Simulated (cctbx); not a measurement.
## Li4Ni3AsO8 with cctbx, script by script

Library: cctbx 2025.11. The data are simulated by the first script.

## 1. Simulate the data

run.py:

```python
from cctbx import adptbx, crystal, miller, sgtbx, xray
from cctbx.array_family import flex
from iotbx.shelx import hklf
from scitbx import matrix
import scitbx.random

cs = crystal.symmetry(unit_cell=(5.9809, 5.999, 6.014, 60.7446, 60.7234, 60.625), space_group_symbol='Hall: P 1')  # P1
atoms = [  # label, site, U (iso, or U11 U22 U33 U12 U13 U23 in A^2), occupancy
    ("As1", (0.9999, 0.0182, 0.9977), (0.0098, 0.0139, 0.0113, -0.0050, -0.0044, -0.0006), 1),
    ("Ni1", (0.9842, 0.5126, 0.497), (0.0070, 0.0091, 0.0102, -0.0027, -0.0026, -0.0030), 1),
    ("Ni2", (0.0001, 0.0093, 0.5079), (0.0070, 0.0034, 0.0082, -0.0010, -0.0012, -0.0014), 1),
    ("Ni3", (0.9926, 0.4994, 0.0142), (0.0095, 0.0094, 0.0071, -0.0041, -0.0005, -0.0015), 1),
    ("O1", (0.2264, 0.7697, 0.7695), (0.0140, 0.0121, 0.0151, -0.0052, -0.0040, -0.0065), 1),
    ("O2", (0.2175, 0.243, 0.7705), (0.0175, 0.0227, 0.0171, -0.0069, -0.0026, -0.0093), 1),
    ("O3", (0.2444, 0.7607, 0.2364), (0.0111, 0.0265, 0.0159, -0.0049, -0.0040, -0.0061), 1),
    ("O4", (0.7677, 0.2307, 0.2248), (0.0092, 0.0106, 0.0089, -0.0027, -0.0037, -0.0031), 1),
    ("O5", (0.2176, 0.267, 0.255), (0.0290, 0.0238, 0.0190, -0.0161, 0.0079, -0.0139), 1),
    ("O6", (0.7688, 0.7651, 0.2272), (0.0213, 0.0119, 0.0117, -0.0087, -0.0049, -0.0037), 1),
    ("O7", (0.7654, 0.2294, 0.7773), (0.0164, 0.0164, 0.0186, -0.0039, -0.0061, -0.0061), 1),
    ("O8", (0.7824, 0.7522, 0.7322), (0.0113, 0.0092, 0.0098, -0.0053, -0.0023, 0.0024), 1),
    ("Li1", (0.5074, 0.0039, 0.997), (0.0276, 0.0099, 0.0097, -0.0013, -0.0059, -0.0040), 1),
    ("Li2", (0.5025, 0.5074, 0.9911), (0.0203, 0.0250, 0.0175, -0.0058, -0.0064, -0.0108), 1),
    ("Li3", (0.488, 0.0053, 0.4962), (0.0147, 0.0208, 0.0393, -0.0057, 0.0011, -0.0173), 1),
    ("Li4", (0.4879, 0.5024, 0.5111), (0.0364, 0.0224, 0.0259, -0.0031, -0.0160, -0.0102), 1),
]
xs = xray.structure(crystal_symmetry=cs)
for label, site, u, occ in atoms:
    u = adptbx.u_cif_as_u_star(cs.unit_cell(), u) if isinstance(u, tuple) else u
    xs.add_scatterer(xray.scatterer(label, site=site, u=u, occupancy=occ))
xs.set_inelastic_form_factors(0.6889, "sasaki")
xs.show_summary()
p1 = xs.expand_to_p1()
ms = miller.build_set(p1, anomalous_flag=True, d_min=0.84)
flex.set_random_seed(393137)
scitbx.random.set_random_seed(393137)
ms = ms.select(flex.random_double(ms.size()) < 0.7)
i = ms.structure_factors_from_scatterers(p1, algorithm="direct").f_calc().as_intensity_array().data()
i = i * 70000 / flex.max(i)
sig = flex.sqrt(i + flex.pow2(0.03 * i) + 4 ** 2)
noise = scitbx.random.variate(scitbx.random.normal_distribution())(i.size())
data = ms.array(data=i + sig * noise, sigmas=sig).set_observation_type_xray_intensity()
with open("data.hkl", "w") as f:
    data.export_as_shelx_hklf(f)
print("reflections written:", data.size(), " <I/sigma> = %.1f" % flex.mean(data.data() / data.sigmas()))
for h, a, b in list(data.sort("data"))[:12]:
    print("%4d%4d%4d %9.1f %7.1f" % (h + (a, b)))
```

```console
$ python run.py
```

```text
Number of scatterers: 16
At special positions: 0
Unit cell: (5.9809, 5.999, 6.014, 60.7446, 60.7234, 60.625)
Space group: P 1 (No. 1)
reflections written: 758  <I/sigma> = 16.2
   2   0   2   70899.4  2113.5
  -2   0  -2   66912.0  2114.0
   0   2   2   66234.0  2116.6
   1   0   0   52303.2  1527.5
   0  -2   2   44854.1  1313.2
   0   2  -2   44426.5  1306.1
  -2  -4  -2   41427.8  1248.2
   2  -2   0   41174.0  1279.0
   2   0  -2   41145.8  1285.0
  -2   0   2   41102.8  1281.4
  -4  -2  -2   40940.5  1208.5
  -2  -2  -4   40165.5  1219.8
```

Run time: 0.26 s on 1 thread of AMD EPYC 7B13 (Zen 3) (shared host), peak memory 0.07 GiB.

## 2. Refinement (right model, isotropic)

run.py:

```python
import math
from cctbx import adptbx, crystal, maptbx, sgtbx, xray
from cctbx.array_family import flex
from cctbx.xray import observations
from iotbx.shelx import hklf
from scitbx.lstbx import normal_eqns_solving
from smtbx import absolute_structure, utils
from smtbx.refinement import constraints, least_squares

cs = crystal.symmetry(unit_cell=(5.9809, 5.999, 6.014, 60.7446, 60.7234, 60.625), space_group_symbol='Hall: P 1')  # P1
atoms = [  # label, site, U (iso, or U11 U22 U33 U12 U13 U23 in A^2), occupancy
    ("As1", (1.0136, 0.0126, 0.9934), 0.0200, 1),
    ("Ni1", (0.9794, 0.5272, 0.4783), 0.0200, 1),
    ("Ni2", (0.017, 0.0091, 0.4995), 0.0200, 1),
    ("Ni3", (1.0047, 0.4998, 0.006), 0.0200, 1),
    ("O1", (0.2379, 0.771, 0.7553), 0.0200, 1),
    ("O2", (0.2169, 0.2481, 0.7778), 0.0200, 1),
    ("O3", (0.2478, 0.7599, 0.2265), 0.0200, 1),
    ("O4", (0.7556, 0.2409, 0.2183), 0.0200, 1),
    ("O5", (0.2005, 0.275, 0.2518), 0.0200, 1),
    ("O6", (0.7786, 0.7517, 0.2311), 0.0200, 1),
    ("O7", (0.7696, 0.223, 0.7798), 0.0200, 1),
    ("O8", (0.7751, 0.7433, 0.7413), 0.0200, 1),
    ("Li1", (0.5071, 0.0036, 1.0136), 0.0200, 1),
    ("Li2", (0.4973, 0.5099, 0.9982), 0.0200, 1),
    ("Li3", (0.4934, 0.0122, 0.4845), 0.0200, 1),
    ("Li4", (0.4933, 0.5268, 0.5038), 0.0200, 1),
]
xs = xray.structure(crystal_symmetry=cs)
for label, site, u, occ in atoms:
    u = adptbx.u_cif_as_u_star(cs.unit_cell(), u) if isinstance(u, tuple) else u
    xs.add_scatterer(xray.scatterer(label, site=site, u=u, occupancy=occ))
xs.set_inelastic_form_factors(0.6889, "sasaki")
raw = hklf.reader(file_name="data.hkl").as_miller_arrays(crystal_symmetry=cs, anomalous=True)[0]
merged = raw.eliminate_sys_absent().merge_equivalents()
fo2 = merged.array().set_observation_type_xray_intensity()
print("Rint %.3f, %d unique reflections to %.2f A" % (merged.r_int(), fo2.size(), fo2.d_min()))
for sc in xs.scatterers():
    sc.flags.set_grad_site(True)
    sc.flags.set_grad_u_aniso(sc.flags.use_u_aniso())
    sc.flags.set_grad_u_iso(sc.flags.use_u_iso())
obs = fo2.as_xray_observations()
extra = {}
rep = constraints.reparametrisation(xs, [], utils.connectivity_table(xs), **extra)
ls = least_squares.crystallographic_ls(obs, rep, weighting_scheme=least_squares.mainstream_shelx_weighting(a=0, b=0))
print("cycle     R1     wR2    GooF  max shift (A)")
for cycle in range(8):
    ls.build_up()
    r1, wr2, goof = ls.r1_factor(cutoff_factor=2)[0], ls.wR2(), ls.goof()
    old = xs.sites_cart()
    normal_eqns_solving.levenberg_marquardt_iterations(ls, n_max_iterations=3, tau=1e-06, step_threshold=1e-7)
    big = flex.max((xs.sites_cart() - old).norms())
    print("%4d %7.4f %7.4f %7.3f %9.5f" % (cycle + 1, r1, wr2, goof, big))
    ls.build_up(objective_only=True)
    if abs(ls.wR2() - wr2) < 5e-5 and big < 5e-4:
        break
ls.build_up()
print("final R1 %.4f wR2 %.4f GooF %.3f  parameters %d  data/parameter %.1f" % (ls.r1_factor(cutoff_factor=2)[0], ls.wR2(), ls.goof(), ls.n_parameters, fo2.size() / ls.n_parameters))
cov = ls.covariance_matrix_and_annotations()
su = dict(zip(cov.annotations, (math.sqrt(max(v, 0)) for v in cov.matrix.matrix_packed_u_diagonal())))
a2 = cs.unit_cell().reciprocal_parameters()[0] ** -2
print("atom        x        y        z      Ueq    occ   su(xyz)  su(Uiso or U11)")
for sc in xs.scatterers():
    s = max(su.get(sc.label + k, 0) for k in (".x", ".y", ".z"))
    npd = "" if sc.is_positive_definite_u(cs.unit_cell()) else "  NPD"
    print("%-5s %8.5f %8.5f %8.5f %8.4f %6.3f %8.5f %7.4f%s" % ((sc.label,) + sc.site + (sc.u_iso_or_equiv(cs.unit_cell()), sc.occupancy, s, su.get(sc.label + ".uiso", su.get(sc.label + ".u11", 0) * a2), npd)))
fo = fo2.f_sq_as_f()
fc = fo.structure_factors_from_scatterers(xs, algorithm="direct").f_calc()
diff = fo.f_obs_minus_f_calc(1 / math.sqrt(ls.scale_factor()), fc).average_bijvoet_mates()
m = diff.fft_map(symmetry_flags=maptbx.use_space_group_symmetry, resolution_factor=0.25).apply_volume_scaling()
print("difference map: max %.2f min %.2f rms %.2f" % (m.statistics().max(), m.statistics().min(), m.statistics().sigma()))
peaks = m.peak_search(parameters=maptbx.peak_search_parameters(min_distance_sym_equiv=0.6, max_clusters=6)).all()
near = xs.closest_distances(peaks.sites(), distance_cutoff=4)
sps = cs.special_position_settings(min_distance_sym_equiv=0.5)
for k, (x, h) in enumerate(zip(peaks.sites(), peaks.heights())):
    ss = sps.site_symmetry(x)
    print("Q%-3d %7.4f %7.4f %7.4f %4d %7.2f  %.2f A from %s" % ((k + 1,) + tuple(t % 1 for t in ss.exact_site()) + (ss.multiplicity(), h, near.smallest_distances[k], xs.scatterers()[near.i_seqs[k]].label)))
```

```console
$ python run.py
```

```text
Rint 0.000, 758 unique reflections to 0.84 A
cycle     R1     wR2    GooF  max shift (A)
   1  0.3672  0.6878  13.858   0.12656
   2  0.0344  0.1022   2.059   0.06081
   3  0.0339  0.1006   2.027   0.06081
   4  0.0336  0.0998   2.011   0.03524
   5  0.0335  0.0995   2.004   0.01387
   6  0.0335  0.0994   2.003   0.00511
   7  0.0335  0.0994   2.003   0.00205
   8  0.0335  0.0994   2.003   0.00097
final R1 0.0335 wR2 0.0994 GooF 2.003  parameters 64  data/parameter 11.8
atom        x        y        z      Ueq    occ   su(xyz)  su(Uiso or U11)
As1    1.00888  0.01997  0.98866   0.0133  1.000  0.00018  0.0003
Ni1    0.99228  0.51484  0.48826   0.0090  1.000  0.00022  0.0004
Ni2    0.00906  0.01081  0.49898   0.0065  1.000  0.00025  0.0004
Ni3    1.00125  0.50127  0.00563   0.0088  1.000  0.00022  0.0004
O1     0.23362  0.76883  0.76324   0.0132  1.000  0.00175  0.0019
O2     0.22544  0.24224  0.76252   0.0177  1.000  0.00166  0.0019
O3     0.25112  0.76263  0.22729   0.0207  1.000  0.00179  0.0021
O4     0.77409  0.22869  0.22099   0.0096  1.000  0.00139  0.0015
O5     0.22387  0.26464  0.24976   0.0243  1.000  0.00194  0.0024
O6     0.77337  0.76635  0.22096   0.0147  1.000  0.00167  0.0020
O7     0.77383  0.22577  0.77178   0.0138  1.000  0.00160  0.0019
O8     0.79144  0.75461  0.72214   0.0137  1.000  0.00153  0.0020
Li1    0.50210 -0.01237  1.01491   0.0141  1.000  0.00499  0.0040
Li2    0.49892  0.49752  1.01235   0.0079  1.000  0.00444  0.0035
Li3    0.48559 -0.01566  0.52811   0.0178  1.000  0.00492  0.0043
Li4    0.48477  0.48442  0.53527   0.0129  1.000  0.00459  0.0040
difference map: max 1.50 min -1.24 rms 0.18
Q1    0.0015  0.0704  0.0431    1    1.54  0.52 A from As1
Q2    0.0315  0.9636  0.9301    1    1.41  0.53 A from As1
Q3    0.9988  0.4752  0.4312    1    1.34  0.48 A from Ni1
Q4    0.0030  0.0363  0.5703    1    1.23  0.50 A from Ni2
Q5    0.9854  0.9892  0.4410    1    1.22  0.52 A from Ni2
Q6    0.9985  0.5611  0.0444    1    1.07  0.51 A from Ni3
```

Time: 0.5 s.

## 3. Refinement (right model, anisotropic)

run.py, as its changes from the last script of this kind:

```diff
@@ -12,16 +12,16 @@
-    ("As1", (1.0136, 0.0126, 0.9934), 0.0200, 1),
-    ("Ni1", (0.9794, 0.5272, 0.4783), 0.0200, 1),
-    ("Ni2", (0.017, 0.0091, 0.4995), 0.0200, 1),
-    ("Ni3", (1.0047, 0.4998, 0.006), 0.0200, 1),
-    ("O1", (0.2379, 0.771, 0.7553), 0.0200, 1),
-    ("O2", (0.2169, 0.2481, 0.7778), 0.0200, 1),
-    ("O3", (0.2478, 0.7599, 0.2265), 0.0200, 1),
-    ("O4", (0.7556, 0.2409, 0.2183), 0.0200, 1),
-    ("O5", (0.2005, 0.275, 0.2518), 0.0200, 1),
-    ("O6", (0.7786, 0.7517, 0.2311), 0.0200, 1),
-    ("O7", (0.7696, 0.223, 0.7798), 0.0200, 1),
-    ("O8", (0.7751, 0.7433, 0.7413), 0.0200, 1),
-    ("Li1", (0.5071, 0.0036, 1.0136), 0.0200, 1),
-    ("Li2", (0.4973, 0.5099, 0.9982), 0.0200, 1),
-    ("Li3", (0.4934, 0.0122, 0.4845), 0.0200, 1),
-    ("Li4", (0.4933, 0.5268, 0.5038), 0.0200, 1),
+    ("As1", (1.00888, 0.01997, 0.98866), 0.0133, 1),
+    ("Ni1", (0.99228, 0.51484, 0.48826), 0.0090, 1),
+    ("Ni2", (0.00906, 0.01081, 0.49898), 0.0065, 1),
+    ("Ni3", (1.00125, 0.50127, 0.00563), 0.0088, 1),
+    ("O1", (0.23362, 0.76883, 0.76324), 0.0132, 1),
+    ("O2", (0.22544, 0.24224, 0.76252), 0.0177, 1),
+    ("O3", (0.25112, 0.76263, 0.22729), 0.0207, 1),
+    ("O4", (0.77409, 0.22869, 0.22099), 0.0096, 1),
+    ("O5", (0.22387, 0.26464, 0.24976), 0.0243, 1),
+    ("O6", (0.77337, 0.76635, 0.22096), 0.0147, 1),
+    ("O7", (0.77383, 0.22577, 0.77178), 0.0138, 1),
+    ("O8", (0.79144, 0.75461, 0.72214), 0.0137, 1),
+    ("Li1", (0.5021, -0.01237, 1.01491), 0.0141, 1),
+    ("Li2", (0.49892, 0.49752, 1.01235), 0.0079, 1),
+    ("Li3", (0.48559, -0.01566, 0.52811), 0.0178, 1),
+    ("Li4", (0.48477, 0.48442, 0.53527), 0.0129, 1),
@@ -33,0 +34 @@
+xs.convert_to_anisotropic()
@@ -66,0 +68,4 @@
+fc = fo2.structure_factors_from_scatterers(xs, algorithm="direct").f_calc()
+absolute_structure.flack_analysis(xs, fo2.as_xray_observations()).show()
+h = absolute_structure.hooft_analysis(fo2, fc, scale_factor=ls.scale_factor())
+print("Hooft y: %.3f(%.0f)  Bijvoet pairs: %d" % (h.hooft_y, 1000 * h.sigma_y, h.n_bijvoet_pairs))
```

```console
$ python run.py
```

```text
Rint 0.000, 758 unique reflections to 0.84 A
cycle     R1     wR2    GooF  max shift (A)
   1  0.0334  0.0994   2.129   0.06606
   2  0.0172  0.0482   1.032   0.02236
   3  0.0171  0.0480   1.027   0.01615
   4  0.0170  0.0479   1.025   0.01323
   5  0.0170  0.0478   1.024   0.01097
   6  0.0170  0.0478   1.023   0.00922
   7  0.0170  0.0477   1.023   0.00783
   8  0.0170  0.0477   1.022   0.00672
final R1 0.0170 wR2 0.0477 GooF 1.022  parameters 144  data/parameter 5.3
atom        x        y        z      Ueq    occ   su(xyz)  su(Uiso or U11)
As1    1.00863  0.01996  0.98916   0.0124  1.000  0.00026  0.0005
Ni1    0.99325  0.51390  0.48870   0.0088  1.000  0.00033  0.0007
Ni2    0.00931  0.01083  0.49948   0.0073  1.000  0.00033  0.0005
Ni3    1.00140  0.50110  0.00574   0.0092  1.000  0.00032  0.0006
O1     0.23123  0.77030  0.76214   0.0125  1.000  0.00195  0.0023
O2     0.22190  0.24574  0.76173   0.0155  1.000  0.00174  0.0026
O3     0.24879  0.76213  0.22845   0.0198  1.000  0.00203  0.0026
O4     0.77249  0.23166  0.21697   0.0080  1.000  0.00166  0.0022
O5     0.22228  0.26715  0.24714   0.0202  1.000  0.00207  0.0037
O6     0.77308  0.76651  0.21885   0.0156  1.000  0.00200  0.0030
O7     0.77170  0.22846  0.76945   0.0185  1.000  0.00198  0.0027
O8     0.78840  0.75249  0.72429   0.0134  1.000  0.00198  0.0030
Li1    0.51023 -0.00730  0.99891   0.0205  1.000  0.00587  0.0056
Li2    0.50711  0.49591  0.99543   0.0191  1.000  0.00617  0.0058
Li3    0.49036 -0.00438  0.49987   0.0236  1.000  0.00580  0.0063
Li4    0.49522  0.49007  0.51386   0.0245  1.000  0.00592  0.0078
Flack x: -0.027(12)
Hooft y: -0.016(17)  Bijvoet pairs: 263
difference map: max 0.30 min -0.34 rms 0.08
Q1    0.0230  0.7600  0.7577    1    0.32  1.29 A from O1
Q2    0.9805  0.7646  0.2416    1    0.30  1.31 A from O6
Q3    0.0807  0.0129  0.1949    1    0.26  1.32 A from O3
Q4    0.7990  0.4934  0.4272    1    0.26  1.45 A from Ni1
Q5    0.2173  0.6251  0.0781    1    0.25  1.44 A from Li2
Q6    0.1079  0.4006  0.8971    1    0.24  0.89 A from Ni3
```

Time: 0.56 s.

## 4. Refinement

run.py, as its changes from the last script of this kind:

```diff
@@ -33 +33 @@
-xs.set_inelastic_form_factors(0.6889, "sasaki")
+# no anomalous dispersion
@@ -48 +48 @@
-for cycle in range(8):
+for cycle in range(12):
@@ -68,4 +67,0 @@
-fc = fo2.structure_factors_from_scatterers(xs, algorithm="direct").f_calc()
-absolute_structure.flack_analysis(xs, fo2.as_xray_observations()).show()
-h = absolute_structure.hooft_analysis(fo2, fc, scale_factor=ls.scale_factor())
-print("Hooft y: %.3f(%.0f)  Bijvoet pairs: %d" % (h.hooft_y, 1000 * h.sigma_y, h.n_bijvoet_pairs))
```

```console
$ python run.py
```

```text
Rint 0.000, 758 unique reflections to 0.84 A
cycle     R1     wR2    GooF  max shift (A)
   1  0.0395  0.1228   2.629   0.06393
   2  0.0252  0.0817   1.750   0.02372
   3  0.0250  0.0815   1.746   0.01805
   4  0.0249  0.0814   1.743   0.01617
   5  0.0248  0.0813   1.740   0.01616
   6  0.0248  0.0812   1.738   0.01576
   7  0.0247  0.0811   1.737   0.01347
   8  0.0247  0.0811   1.736   0.01004
   9  0.0247  0.0810   1.736   0.00688
  10  0.0247  0.0810   1.736   0.00455
  11  0.0247  0.0810   1.736   0.00299
  12  0.0247  0.0810   1.736   0.00198
final R1 0.0247 wR2 0.0810 GooF 1.736  parameters 144  data/parameter 5.3
atom        x        y        z      Ueq    occ   su(xyz)  su(Uiso or U11)
As1    1.00989  0.01931  0.98837   0.0126  1.000  0.00040  0.0010
Ni1    0.99368  0.51418  0.48752   0.0070  1.000  0.00062  0.0012
Ni2    0.01014  0.01099  0.49797   0.0065  1.000  0.00067  0.0010
Ni3    1.00195  0.50122  0.00482   0.0086  1.000  0.00062  0.0011
O1     0.22553  0.76986  0.76775   0.0099  1.000  0.00313  0.0047
O2     0.21949  0.24463  0.76885   0.0180  1.000  0.00325  0.0051
O3     0.24039  0.76279  0.23738   0.0219  1.000  0.00393  0.0053  NPD
O4     0.76981  0.23184  0.22295   0.0120  1.000  0.00335  0.0039
O5     0.21864  0.26647  0.25654   0.0188  1.000  0.00384  0.0056
O6     0.76816  0.76503  0.22619   0.0193  1.000  0.00366  0.0076
O7     0.76481  0.23251  0.77500   0.0156  1.000  0.00355  0.0041
O8     0.78205  0.75172  0.73305   0.0211  1.000  0.00395  0.0078  NPD
Li1    0.50590  0.00070  0.99817   0.0209  1.000  0.00689  0.0137  NPD
Li2    0.49887  0.50505  0.99232   0.0302  1.000  0.00867  0.0136
Li3    0.49181 -0.00140  0.49728   0.0248  1.000  0.00711  0.0096  NPD
Li4    0.48664  0.49610  0.51207   0.0198  1.000  0.00654  0.0120
difference map: max 0.32 min -0.39 rms 0.09
Q1    0.2430  0.5119  0.5186    1    0.34  1.40 A from Li4
Q2    0.3626  0.1227  0.0950    1    0.33  0.96 A from Li1
Q3    0.0164  0.7577  0.7506    1    0.32  1.34 A from O1
Q4    0.7417  0.0090  0.4928    1    0.31  1.51 A from O4
Q5    0.9672  0.0051  0.2645    1    0.30  1.30 A from O4
Q6    0.9842  0.5633  0.2282    1    0.29  1.27 A from O6
```

Time: 0.66 s.

This run holds a fault made on purpose: anomalous dispersion left out.

## 5. Refinement

run.py, as its changes from the last script of this kind:

```diff
@@ -33 +33 @@
-# no anomalous dispersion
+xs.set_inelastic_form_factors(1.54184, "sasaki")
```

```console
$ python run.py
```

```text
Rint 0.000, 758 unique reflections to 0.84 A
cycle     R1     wR2    GooF  max shift (A)
   1  0.1399  0.3733   7.997   0.10110
   2  0.0346  0.1094   2.343   0.03423
   3  0.0331  0.1071   2.294   0.01563
   4  0.0330  0.1068   2.288   0.01922
   5  0.0329  0.1064   2.280   0.02986
   6  0.0327  0.1058   2.266   0.02542
   7  0.0324  0.1052   2.253   0.02655
   8  0.0321  0.1048   2.245   0.04267
   9  0.0318  0.1043   2.235   0.05182
  10  0.0316  0.1039   2.226   0.03530
  11  0.0316  0.1037   2.222   0.02069
  12  0.0317  0.1037   2.221   0.01238
final R1 0.0318 wR2 0.1037 GooF 2.220  parameters 144  data/parameter 5.3
atom        x        y        z      Ueq    occ   su(xyz)  su(Uiso or U11)
As1    1.01209  0.01987  0.98751   0.0158  1.000  0.00042  0.0010
Ni1    0.99532  0.51371  0.48671  -0.0040  1.000  0.00048  0.0009  NPD
Ni2    0.01168  0.01117  0.49732  -0.0037  1.000  0.00054  0.0010  NPD
Ni3    1.00370  0.50083  0.00480  -0.0035  1.000  0.00045  0.0009  NPD
O1     0.20926  0.76566  0.77089   0.0207  1.000  0.00329  0.0053
O2     0.20918  0.24944  0.76889   0.0218  1.000  0.00325  0.0051  NPD
O3     0.22358  0.75078  0.25492   0.0313  1.000  0.00359  0.0071
O4     0.76159  0.23459  0.23186   0.0135  1.000  0.00282  0.0051  NPD
O5     0.20864  0.26732  0.25961   0.0182  1.000  0.00361  0.0053  NPD
O6     0.75408  0.75987  0.23492   0.0137  1.000  0.00285  0.0060  NPD
O7     0.75614  0.23631  0.76888   0.0131  1.000  0.00286  0.0047  NPD
O8     0.76189  0.75086  0.73724   0.0216  1.000  0.00309  0.0067
Li1    0.51911  0.00802  0.99830   0.0117  1.000  0.00525  0.0133  NPD
Li2    0.50271  0.51978  0.98841   0.0760  1.000  0.00995  0.0288  NPD
Li3    0.50052  0.01613  0.47531   0.0231  1.000  0.00537  0.0114  NPD
Li4    0.50856  0.52003  0.48951   0.0758  1.000  0.00871  0.0252  NPD
difference map: max 0.85 min -0.50 rms 0.16
Q1    0.9951  0.5231  0.4526    1    0.86  0.18 A from Ni1
Q2    0.0113  0.9927  0.4765    1    0.86  0.20 A from Ni2
Q3    0.0356  0.4834  0.0190    1    0.75  0.21 A from Ni3
Q4    0.0068  0.0365  0.9794    1    0.47  0.08 A from As1
Q5    0.9627  0.0179  0.2733    1    0.44  1.28 A from O4
Q6    0.6937  0.5126  0.0887    1    0.41  1.40 A from O4
```

Time: 0.65 s.

This run holds a fault made on purpose: dispersion terms of the wrong wavelength.

[Logs are printed without paths, hosts, clocks, repeated set-up lines and the standing remarks that a program may print on its own settings, such as how far it seeks lower states.]
